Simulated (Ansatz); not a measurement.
# CsY3: relaxing a made-up structure, part 2 of 2

This structure for CsY3 is made up. Its elements were placed in a known structure type with a cell scaled to their sizes. What cell does the guess relax to, and how far off was it?

Ansatz 0.2.0; DFT, PBEsol, plane-wave PAW, files of the set soft_1, scalar-relativistic, no spin, cell and ions relaxed at zero pressure; PAW set soft_1 (the session's first sound run).

So far: Starting point; Relaxing cell and atoms. The relaxed cell has a = 7.578, c = 5.819 Å (conventional setting).

### Step 3. Bands of the relaxed cell

A second self-consistent run takes a narrower smearing and the mesh shown in its input; the bands follow along the standard path of the relaxed lattice.

This step: DFT, PBEsol, plane-wave PAW, files of the set soft_1, scalar-relativistic, no spin, bands and density of states at the relaxed cell; PAW set soft_1 (Ansatz 0.2.0).

input.yaml

```yaml
crystal:
  lattice:
    - [7.5782499968, 0.0, 0.0]
    - [-3.7891249984, 6.5629570135, 0.0]
    - [0.0, 0.0, 5.8190333685]
  atoms:
    - { symbol: Cs, position: [0.3333333333, 0.6666666667, 0.75] }
    - { symbol: Cs, position: [0.6666666667, 0.3333333333, 0.25] }
    - { symbol: "Y", position: [0.1546476643, 0.3092953285, 0.25] }
    - { symbol: "Y", position: [0.1546476643, 0.8453523357, 0.25] }
    - { symbol: "Y", position: [0.6907046715, 0.8453523357, 0.25] }
    - { symbol: "Y", position: [0.8453523357, 0.6907046715, 0.75] }
    - { symbol: "Y", position: [0.8453523357, 0.1546476643, 0.75] }
    - { symbol: "Y", position: [0.3092953285, 0.1546476643, 0.75] }
kpoints:
  mp_grid: { grid: [6, 6, 6] }
  band_path:
    path:
      - [[0.0, 0.0, 0.0], [0.5, 0.0, 0.0], [0.33333333, 0.33333333, 0.0], [0.0, 0.0, 0.0], [0.0, 0.0, 0.5], [0.5, 0.0, 0.5], [0.33333333, 0.33333333, 0.5], [0.0, 0.0, 0.5]]
      - [[0.5, 0.0, 0.5], [0.5, 0.0, 0.0]]
      - [[0.33333333, 0.33333333, 0.0], [0.33333333, 0.33333333, 0.5]]
    npoints: 8
scf:
  occupations: { method: fermi_dirac, width: 0.03 }
  n_extra_bands: 12
hamiltonian:
  xc: pbesol
  pseudopotentials: { kind: paw, azcp: { folder: soft_1 }, xc_functional: pbe }
output:
  forces: true
  stress: true
  write_bands: true
  dos: { projected: true }
  write_density: true
  write_potential: true
  elf: true
  volumetric_format: npy
```

Started as:

```
$ ansatz run input.yaml --threads 4 --pin off --max-ram 10240MiB --backend cpu --events-out ev --progress --plain --runs-dir out
```

Numbers of over 12 decimals in the logs are rounded to 6 here.

Output:

```text
[...]
Crystal: 8 atoms, lattice volume = 289.414 Å³
Basis set: ecut = 420 eV, 5611 PW (Γ), exchange–correlation on 108×108×80 points (8 copies of the dense FFT grid, shifted against one another)
Bands: 54, of which v1, the nominal top of the filled ones, is band 42 counted from 1 (41 counted from 0)
Symmetry: 24 space group operations
[...]
k-points: 28 of 216
[...]
SCF iter   1: F=—  HF=-33938.236210 eV  |F-HF|=—  |Δ(HF+E_count)|=         —  Δρ=1.64e-2  dr2=2.09e0  ethr=3.10e-3  ⟨swp⟩=10.5  Hψ=7178  notcnv=0
[...]
SCF iter   7: F=-33937.677419 eV  HF=-33937.677419 eV  |F-HF|=5.09e-8  |Δ(HF+E_count)|=   3.10e-7  Δρ=4.15e-6  dr2=9.43e-8  ethr=1.19e-10  ⟨swp⟩=17.0  Hψ=11264  notcnv=0
the search or the solves at the SCF's close seem to have found levels that the self-consistency loop had missed (the run counts 1). By its estimate they hold under 1e-12 electrons; where the run keeps them, the occupations were computed again with them
SCF 1 converged in 7 iterations: F = -33937.677419 eV  dr2 = 9.43e-8
[...]
NSCF: frozen V_eff on 75 k-points
SCF converged after 7 iterations
Free energy (F): -33937.677419 eV
[...]
Internal energy: -33937.627854 eV  (E = F + TS)
E sigma→0 (E₀):  -33937.652637 eV
Entropy (-TS):   -0.049565 eV (-6.196 meV/atom)
Fermi energy:    8.732711 eV
[...]
--- Forces (eV/Å), atoms counted from 1 ---
  atom   1  Cs     0.00000000     0.00000000     0.00000000
  atom   2  Cs     0.00000000    -0.00000000    -0.00000000
  atom   3  Y      0.00000000     0.01029990     0.00000000
  atom   4  Y      0.00891998    -0.00514995     0.00000000
  atom   5  Y     -0.00891998    -0.00514995    -0.00000000
  atom   6  Y     -0.00000000    -0.01029990    -0.00000000
  atom   7  Y     -0.00891998     0.00514995    -0.00000000
  atom   8  Y      0.00891998     0.00514995     0.00000000
  max |Σ_I F_I| component: 4.16e-17 eV/Å
--- Stress (GPa, compression-positive) ---
       -0.085038      -0.000000       0.000000
        0.000000      -0.085038       0.000000
        0.000000       0.000000       0.071952
  P = ⅓ Tr σ = -0.0327 GPa (-0.327 kbar)
--- Band table (eV; the first three rows and the last of 28) ---
  k-point 0: bands = [... 38 lower, 7.9025, 7.9894, 8.2051, 8.2051, 8.3345, 8.6798, 9.7162, 9.7916, ... 8 higher]
  k-point 1: bands = [... 38 lower, 7.8967, 7.9610, 8.5872, 8.5872, 8.6250, 8.6419, 9.0585, 9.0585, ... 8 higher]
  k-point 2: bands = [... 38 lower, 7.8636, 7.9820, 8.6977, 8.7309, 8.7309, 8.9140, 9.0978, 9.0978, ... 8 higher]
  k-point 27: bands = [... 38 lower, 8.6366, 8.6366, 8.8674, 8.8674, 8.9638, 8.9638, 9.0612, 9.0612, ... 8 higher]
```

The job ended after 5.1 s (4 threads of AMD EPYC 9B45 (Zen 5), shared host; peak memory 1.2 GiB).

This step gave:

| Property | Result |
| --- | --- |
| free energy | -33937.6774 eV |
| energy at zero smearing | -33937.6526 eV |
| smearing term TS | 0.04956 eV |
| Fermi energy | 8.733 eV |
| pressure | -0.03271 GPa |

From bands.tsv, the bands that come nearest the Fermi level along the path, at its corners, in eV from the Fermi level:

```tsv
point	band 38	band 39	band 40	band 41	band 42	band 43	band 44	band 45
Γ	-0.98	-0.83	-0.74	-0.53	-0.53	-0.40	-0.05	0.98
M	-0.68	-0.41	-0.28	-0.24	-0.01	0.03	0.11	0.16
K	-0.58	-0.31	-0.15	-0.12	-0.12	-0.07	0.32	0.41
Γ	-0.98	-0.83	-0.74	-0.53	-0.53	-0.40	-0.05	0.98
A	-1.53	-0.85	-0.85	0.16	0.16	0.25	0.25	0.25
L	-0.92	-0.42	-0.42	0.19	0.19	0.19	0.19	0.53
H	-1.01	-0.10	-0.10	0.13	0.13	0.23	0.23	0.33
A	-1.53	-0.85	-0.85	0.16	0.16	0.25	0.25	0.25
L	-0.92	-0.42	-0.42	0.19	0.19	0.19	0.19	0.53
M	-0.68	-0.41	-0.28	-0.24	-0.01	0.03	0.11	0.16
K	-0.58	-0.31	-0.15	-0.12	-0.12	-0.07	0.32	0.41
H	-1.01	-0.10	-0.10	0.13	0.13	0.23	0.23	0.33
```

States per cell as run, both spins, in windows of 1 eV, from dos.tsv (zero at the Fermi level):

```
from  to  total
  -8  -7   0.00
  -7  -6   0.00
  -6  -5   0.00
  -5  -4   0.00
  -4  -3   0.68
  -3  -2   1.96
  -2  -1   5.88
  -1   0  11.32
   0   1  13.23
```

Below -8 eV lie 64.0 more states.

Valence density in the ab plane at fractional z = 0.250, with atoms of Cs and Y within 0.2 Å of it. It is the smooth field of the valence electrons, not physical close to the nuclei.

Ten even steps from '0' (-0.2 e/Å³) to '9' (3.4 e/Å³), each cell a mean:
```
001343100000012442100
014896210000137973100
148996200001379982100
269984100001599951000
269841000001588520000
134210000001343100000
111100000001111000000
000000000000000000000
000000000000000000000
000000000000000111000
000011100000011221100
001233100000123332100
013786210001232232100
137996200012310231000
169994100013311321000
269962000013333210000
245410000012322100000
111100000011111000000
000000000000000000000
000000000000000000000
000111100000000111000
```
Columns run along a (7.6 Å), rows up along b (7.6 Å). Atoms in or near the plane, at fractional coordinates: Cs at (0.67, 0.33), Y at (0.15, 0.31), Y at (0.15, 0.85), Y at (0.69, 0.85).

ELF in the ab plane at fractional z = 0.250, with atoms of Cs and Y within 0.2 Å of it. It is the smooth field of the valence electrons, not physical close to the nuclei.

Ten even steps from '_' (0.08) to '@' (0.87), each cell a mean:
```
::__::##%%%%++____::--..__::**%%%%**..__::
__--%%@@@@@@**....----__::##@@@@@@##..__..
..##@@**%%@@++..::==....**@@####@@**......
==@@%%**@@%%::..==--__--@@%%**%%%%--..::__
**@@@@@@%%--..--++--__==@@@@@@@@==..::::..
==%%%%##--__--****::__--%%%%##--__::==::__
..::::....--**##**::__..::::..__..----..__
______::==**####**--..__________..::..____
__..--==========++==--..______......______
::----::........--==--..__..::==++==::____
::::..__..::..__..::..__..++%%@@@@%%==..__
..__::++####==..__..__::**@@@@@@@@@@++..__
__::##@@@@@@**..____..**@@%%++**@@@@++____
..##@@##%%@@++______==@@@@==__++@@%%--____
==@@%%++%%%%::____..**@@%%----%%@@++..____
**@@@@@@@@==__....::##@@@@%%@@@@**::....__
++%%@@%%==..::::..::##@@@@@@@@**::..--..__
..----::..--==--....==####**==....--==::__
______..::----..____..::::..____..----::__
............______________________........
--::__..::::..______....______::--..____::
```
Columns run along a (7.6 Å), rows up along b (7.6 Å). Atoms in or near the plane, at fractional coordinates: Cs at (0.67, 0.33), Y at (0.15, 0.31), Y at (0.15, 0.85), Y at (0.69, 0.85).

Electrostatic potential energy in the ab plane at fractional z = 0.250, with atoms of Cs and Y within 0.2 Å of it. With pseudopotentials it is smooth inside the atoms' cores, unlike the true potential.

Ten even steps from '_' (-49 eV) to '@' (11 eV), each cell a mean:
```
@@@@##++--==**%%@@@@@@@@@@%%++----**%%@@@@
@@##--..__..**%%@@@@@@@@%%==..__..==%%@@@@
%%==______::**@@@@@@@@%%++..____..++%%@@@@
**::______==%%@@@@@@@@##--______--##@@@@@@
**::__..--##@@@@@@@@@@##--____::**%%@@@@%%
##====++##@@@@@@@@@@@@##++====##@@@@@@@@%%
%%##%%%%@@@@@@@@@@@@@@%%####%%@@@@@@@@@@@@
@@@@@@@@@@@@@@@@@@@@@@@@@@@@@@@@@@@@@@@@@@
@@@@@@@@@@@@@@@@@@@@@@@@@@@@@@@@@@@@@@@@@@
@@@@@@@@@@@@@@@@@@@@@@@@@@@@@@@@%%@@@@@@@@
@@@@@@@@%%%%%%@@@@@@@@@@@@%%##****%%@@@@@@
@@@@%%**==++##%%@@@@@@@@%%**++++++##%%@@@@
@@%%==....::**%%@@@@@@%%**++++++++**@@@@@@
%%++..____..**%%@@@@@@##++++++++++##@@@@@@
##::______--##@@@@@@%%**++++++++**%%@@@@@@
**..____::**@@@@@@@@%%++++++++**%%@@@@@@%%
**--::==##@@@@@@@@@@%%**++**##%%@@@@@@@@%%
%%####%%@@@@@@@@@@@@@@%%%%%%@@@@@@@@@@@@@@
@@@@@@@@@@@@@@@@@@@@@@@@@@@@@@@@@@@@@@@@@@
@@@@@@@@@@@@@@@@@@@@@@@@@@@@@@@@@@@@@@@@@@
@@@@@@%%%%##%%@@@@@@@@@@@@@@%%%%##%%%%@@@@
```
Columns run along a (7.6 Å; values clipped at the 3rd and 97th percentile), rows up along b (7.6 Å). Atoms in or near the plane, at fractional coordinates: Cs at (0.67, 0.33), Y at (0.15, 0.31), Y at (0.15, 0.85), Y at (0.69, 0.85).

### Step 4. What came out

- space group, relaxed: P6_3/mmc
- conventional cell: a = 7.578, b = 7.578, c = 5.819 Å; α = 90.0°, β = 90.0°, γ = 120.0°
- volume per atom: 36.18 Å³ (guess 47.25)

In words: CsY3 relaxes to P6_3/mmc with a = 7.578, b = 7.578 and c = 5.819 Å. The guessed volume was 31 % too large. The space group P6_3/mmc was held in the relaxation, so the end point is a stationary structure within it and may be a saddle against distortions or other arrangements. Bands cross the Fermi level, so it is a metal or semimetal at this level. On the 6×6×6 mesh with the narrower smearing (relaxed on 4×4×4) the largest force component is 0.010 eV/Å and the largest stress component is 0.085 GPa, against the relaxation's thresholds of 0.015 eV/Å and 0.05 GPa. The cutoff wasn't tested. A vector of the cell changed its length by 12 %, more than the volume shows. Spin-orbit coupling is left out, which can matter for elements this heavy. No dispersion term is used, so weakly bound directions may come out too long. Nothing here tests whether the compound is stable against decomposition.

[Logs are printed without paths, hosts, clocks, repeated set-up lines and the standing remarks that a program may print on its own settings, such as how far it seeks lower states.]

[Hosts, paths, dates, database ids (printed as entryN), source tags and the programs' standing remarks are cut or masked in the printed files.]
